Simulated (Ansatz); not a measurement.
## V_O in MgO (Fm-3m): charge-transition levels and formation energies

Wanted: the transition levels of a vacancy in MgO (Fm-3m), from a cell of 250 host atoms with 1 O taken out.

Program: Ansatz 0.2.0. Level of theory: place-levels on PBEsol runs: charge-transition levels and formation energies with image-charge correction and potential alignment at the atomic sites; PAW set soft_1. Results are calculated unless marked as measured.

**Measured values to reproduce.**

“Electronic structure of alkaline earth and post-transition metal oxides” (2009, arxiv:0908.1581) quotes from earlier work for MgO, rocksalt (bulk crystal): band gap (literature experimental gap) 7.83 eV [Literature value based on experiment; other listed experimental values range from 7.7 to …].

## 1. Starting point

The cell holds 249 atoms: 125 Mg and 124 O. Its edges and angles: a = 14.902 Å, b = 14.902 Å, c = 14.902 Å, α = 60.0°, β = 60.0°, γ = 60.0°. It derives from MgO (space group Fm-3m). Nearest the centre at fractional (0.500, 0.500, 0.500): Mg174 at 2.11 Å, Mg176 at 2.11 Å, Mg134 at 2.11 Å, Mg136 at 2.11 Å, Mg126 at 2.11 Å, Mg184 at 2.11 Å, O127 at 2.98 Å, O135 at 2.98 Å.

Screening for the image-charge correction: ε∞ = 3.24, ε0 = 10.37, computed on the host (DFPT, PBEsol).

The cell's shortest repeat is 14.9 Å.

## 2. Charge states

Levels follow from differences of total energies between charge states, each relaxed by itself.

Random displacements of about 0.04 Å break the site symmetry at the start, so that the relaxation can reach a distorted minimum if there is one. Forces are taken at the zone centre alone. The cell holds 1 electron fewer than the neutral one, with a uniform background that keeps it neutral on the whole. The electron count is odd, so at least one spin is unpaired; this run locks the moment at 1 μB.

One of the inputs; charge, spin and start change from state to state.

File qp1_M1.relax/input.yaml:

```yaml
crystal:
  lattice:
    - [0.0, 2.10743285, 2.10743285]
    - [2.10743285, 0.0, 2.10743285]
    - [2.10743285, 2.10743285, 0.0]
  atoms:
    - { symbol: Mg, position: [0.0, 0.0, 0.0] }
    - { symbol: O, position: [0.5, 0.5, 0.5] }
  supercell: [5, 5, 5]
  defects: [{ vacancy: 125 }]
total_charge: 1
basis:
  ecutwfc: 420
  xc_grid: 2
hamiltonian:
  xc: pbesol
  pseudopotentials: { kind: paw, azcp: { folder: soft_1 }, xc_functional: pbe }
kpoints:
  mp_grid: { grid: [1, 1, 1] }
magnetization:
  spin_polarized: true
  initial_magnetization: 1
  spin_locking: { lock_magnetization: hard }
scf:
  occupations: { method: fixed }
  max_iter: 100
output:
  forces: true
  charged_corrections:
    epsilon: 3.24
    static_epsilon: 10.37
    defect_position: [0.5, 0.5, 0.5]
relax:
  f_tol: 0.02
  max_steps: 60
  random_displacement: { amplitude: 0.04, seed: 8816 }
checkpoint:
  write: "../qp1_M1.relax.run"
  compress: false
  write_wavefunctions: true
  write_every: 100000
```

Launch:

```sh
ansatz run input.yaml --threads 32 --pin off --max-ram 84787MiB --backend cuda --events-out ev --progress --plain --runs-dir out --max-vram 78GiB
```

The energy is taken again at one point at (¼, ¼, ¼), on the same structure.

The run of this state that the levels use, under PBEsol:

File qp1_M1.quarter/input.yaml:

```yaml
crystal:
  checkpoint: "../qp1_M1.relax.run"
  host: checkpoint
total_charge: 1
basis:
  ecutwfc: 420
  xc_grid: 2
hamiltonian:
  xc: pbesol
  pseudopotentials: { kind: paw, azcp: { folder: soft_1 }, xc_functional: pbe }
kpoints:
  mp_grid: { grid: [1, 1, 1], shift: [0.25, 0.25, 0.25] }
magnetization:
  spin_polarized: true
  initial_magnetization: 1
  spin_locking: { lock_magnetization: hard }
scf:
  occupations: { method: fixed }
  max_iter: 100
output:
  forces: true
  charged_corrections:
    epsilon: 3.24
    static_epsilon: 10.37
    defect_position: [0.5, 0.5, 0.5]
  eigenvalues: true
  eigenstates: { localisation: true }
  efg: {}
checkpoint:
  read: "../qp1_M1.relax.run"
  write: "../qp1_M1.quarter.run"
  compress: false
  write_wavefunctions: false
  write_every: 100000
```

Relaxations under PBEsol at the zone centre alone; times on 1 × NVIDIA GB200 with 32 threads of Arm Neoverse V2, shared host:

```csv
charge,moment (μB),occupations,outcome,steps,largest displacement against the far atoms (Å),time
0,0,fixed,converged,4,0.02,7.6 s
+1,1,fixed,converged,4,0.11,10 s
```

Single points under PBEsol at one point at (¼, ¼, ¼); times on 1 × NVIDIA GB200 with 32 threads of Arm Neoverse V2, shared host:

```
charge  moment (μB)  occupations    outcome   time
     0            0        fixed  converged  5.9 s
    +1            1        fixed  converged   12 s
```

Distances (Å) from the ideal centre to the nearest atoms after relaxation with PBEsol:

```csv
charge,moment (μB),1.,2.,3.,4.,5.,6.
0,0,Mg 2.12,Mg 2.12,Mg 2.12,Mg 2.13,Mg 2.13,Mg 2.13
+1,1,Mg 2.21,Mg 2.21,Mg 2.21,Mg 2.21,Mg 2.21,Mg 2.22
```

## 3. Placing the levels, PBEsol, the zone centre alone

qp1_M1.gamma/input.yaml, as its differences from qp1_M1.quarter/input.yaml of step 2:

```diff
@@ -11,3 +11,3 @@
 kpoints:
-  mp_grid: { grid: [1, 1, 1], shift: [0.25, 0.25, 0.25] }
+  mp_grid: { grid: [1, 1, 1] }
 magnetization:
@@ -26,7 +26,5 @@
   eigenvalues: true
-  eigenstates: { localisation: true }
-  efg: {}
 checkpoint:
   read: "../qp1_M1.relax.run"
-  write: "../qp1_M1.quarter.run"
+  write: "../qp1_M1.gamma.run"
   compress: false
```

It took 3.8 s on 1 × NVIDIA GB200 with 32 threads of Arm Neoverse V2, shared host; peak memory 1.6 GiB.

File levels.gamma.yaml:

```yaml
host:
  run: host.gamma.run
states: [q0.gamma.run, qp1_M1.gamma.run]
geometry_from:
  q0.gamma.run: q0.relax.run
  qp1_M1.gamma.run: qp1_M1.relax.run
chemical_potentials:
  O:
    energy: -558.291301
    dataset: <sha256 of the dataset>
```

Launch:

```sh
ansatz place-levels levels.gamma.yaml -- --threads 32 --pin off --max-ram 84787MiB --backend cuda --max-vram 78GiB
```

Numbers of over 12 decimals in the logs are rounded to 6 here.

The program printed:

```text
(+1/0) 2.571 eV above the valence edge, 2.048 eV under the conduction edge
formation energy of charge +1: +4.139 eV with the Fermi level at the valence edge
formation energy of charge 0: +6.709 eV with the Fermi level at the valence edge
  edges by pbesol, gap 4.619 eV; the host is sampled to repeats of 14.90 Å
[... the lines on each state left out ...]
```

The job ended after 0.44 s (32 threads).

Under PBEsol the gap is 4.62 eV, (+1/0) 2.57 eV.

## 4. Placing the levels, PBEsol, one point at (¼, ¼, ¼)

A charged cell interacts with its images and the background, and its potential has another zero than the host's. place-levels removes the first by a point-charge model, screened by the static dielectric constant since the ions have relaxed around the charge, and the second by comparing potentials at atoms far from the defect.

The host is a run of the defect-free crystal in the same cutoffs, grids and k-points, so that basis and sampling errors cancel in part in the differences. The host is run in a cell of 2 atoms on a matching mesh. Its band edges are searched through the zone by a band path, so the gap is smaller than, or equal to, that on the mesh. Chemical potentials are energies per atom of O (O2 molecule), run with the same functional and cutoff.

File levels.quarter.yaml:

```yaml
host:
  run: host.quarter.run
states: [q0.quarter.run, qp1_M1.quarter.run]
geometry_from:
  q0.quarter.run: q0.relax.run
  qp1_M1.quarter.run: qp1_M1.relax.run
chemical_potentials:
  O:
    energy: -558.291301
    dataset: <sha256 of the dataset>
```

Launch:

```sh
ansatz place-levels levels.quarter.yaml -- --threads 32 --pin off --max-ram 84787MiB --backend cuda --max-vram 78GiB
```

The program printed:

```text
(+1/0) 2.592 eV above the valence edge, 2.028 eV under the conduction edge
formation energy of charge +1: +4.149 eV with the Fermi level at the valence edge
formation energy of charge 0: +6.741 eV with the Fermi level at the valence edge
  edges by pbesol, gap 4.620 eV; the host is sampled to repeats of 14.90 Å
  the defect's cells are sampled to repeats of 14.90 Å, like sampling
  charge +1: -308929.5964 eV with its correction of +0.118 eV, at epsilon 10.37, aligned at sites: -0.0327 eV, mean over 71 atomic sites at or beyond 7.45 Å from the defect at [0.5000, 0.5000, 0.5000], with +0.000000 for the charge's moments and without [...]
  charge 0: +0.000 eV for its dipole among its images, +0.000 omitted
  of states[1] (qp1_M1.quarter.run): how wide its charge is, is not read beside other atoms or cores, and a band state would take no correction. [...]
```

Wall time 0.46 s (32 threads).

Under PBEsol the gap is 4.62 eV, (+1/0) 2.59 eV; the stage before (PBEsol, at other k-points) gave a gap of 4.62 eV and levels within 0.02 eV of these.

Levels between the charges placed, in eV above the valence top:

```csv
,gap (eV),(+1/0)
PBEsol,4.62,2.59
```

Corrections by state:

| charge | moment (μB) | image terms and alignment (eV) | band filling (eV) | ε used | over the lowest of its charge, as the program ranks them, band filling apart (eV) |
| --- | --- | --- | --- | --- | --- |
| +1 | 1.0 | 0.118 | - | 10.37 | 0.000 |
| 0 | 0.0 | 0.000 | - | - | 0.000 |

From the program's caveats on the states, each cut to its opening words:

- charge +1 (1 μB): how wide its charge is, is not read beside other atoms or cores, and a band state would take no correction

Chemical potentials of the elements' reference phases, run alike. Formation energy by charge state (elemental references; gap 4.62 eV):

| charge | at valence top (eV) | at conduction bottom (eV) | correction included (eV) |
| --- | --- | --- | --- |
| +1 | 4.15 | 8.77 | 0.12 |
| 0 | 6.74 | 6.74 | 0.00 |

(Fermi level (eV), lowest formation energy (eV)): (0.00, 4.15), (0.42, 4.57), (0.84, 4.99), (1.26, 5.41), (1.68, 5.83), (2.10, 6.25), (2.52, 6.67), (2.94, 6.74), (3.36, 6.74), (3.78, 6.74), (4.20, 6.74), (4.62, 6.74)

## 5. The ladder

Levels between neighbouring charges, in eV above each run's own valence top:

```
                           gap (eV)  (+1/0)  GPU time a state at this stage (restarts are quicker than cold starts)
PBEsol, zone centre alone      4.62    2.57                                                                   2.9 s
        PBEsol, (¼, ¼, ¼)      4.62    2.59                                                                   9.2 s
```

## 6. Summary of results

- gap of the host: 4.62 eV (PBEsol)
- level (plus 1/0): 2.59 eV above the valence top
- lowest of the charges placed, just above the valence top (0.02 eV): +1
- lowest of the charges placed, just below the conduction bottom (0.02 eV): 0
- lowest formation energy at mid-gap of the charges run, elemental references: 6.46 eV

What this shows: Of the charges placed (0 and +1), the lowest changes at 2.59 eV (+1/0) above the valence top, in a gap of 4.62 eV. Charges above +1 and below 0 were not placed, so these runs say nothing of levels that involve them. States placed: +1 at 1 μB; 0 at 0 μB. Other spin states or structures, where not listed, weren't placed. What this leaves open: one k-point off the zone centre stands for the whole zone; PBEsol makes the gap too small and tends to spread out bound carriers; where a gas molecule sets a chemical potential or the host's formation energy, its binding is uncorrected.

Computed beside measured:

| quantity | measured | PBEsol |
| --- | --- | --- |
| band gap (least gap of the host) (eV) | 7.83 | 4.62 (-3.21 eV) |

Measured values from arxiv:0908.1581 (2009).

**Verdict.** The band gap is off by -3.21 eV: a clear miss. Local and semilocal functionals usually give gaps below the measured ones. Zero-point and thermal motion shift the measured gap.

[Logs are printed without paths, hosts, clocks, repeated set-up lines and the standing remarks that a program may print on its own settings, such as how far it seeks lower states.]

[Hosts, paths, dates, database ids (printed as entryN), source tags and the programs' standing remarks are cut or masked in the printed files.]

[Where a table of states has a column of steps, it counts the stored structures, which are thinned; the runs took as many ionic steps or more.]

[A defect's name tells the site on which it was built; relaxed atoms can leave that site.]

[For some hosts the program warned that the k-mesh of the response run may be too coarse for force constants and the static dielectric constant; such warnings are not shown here.]
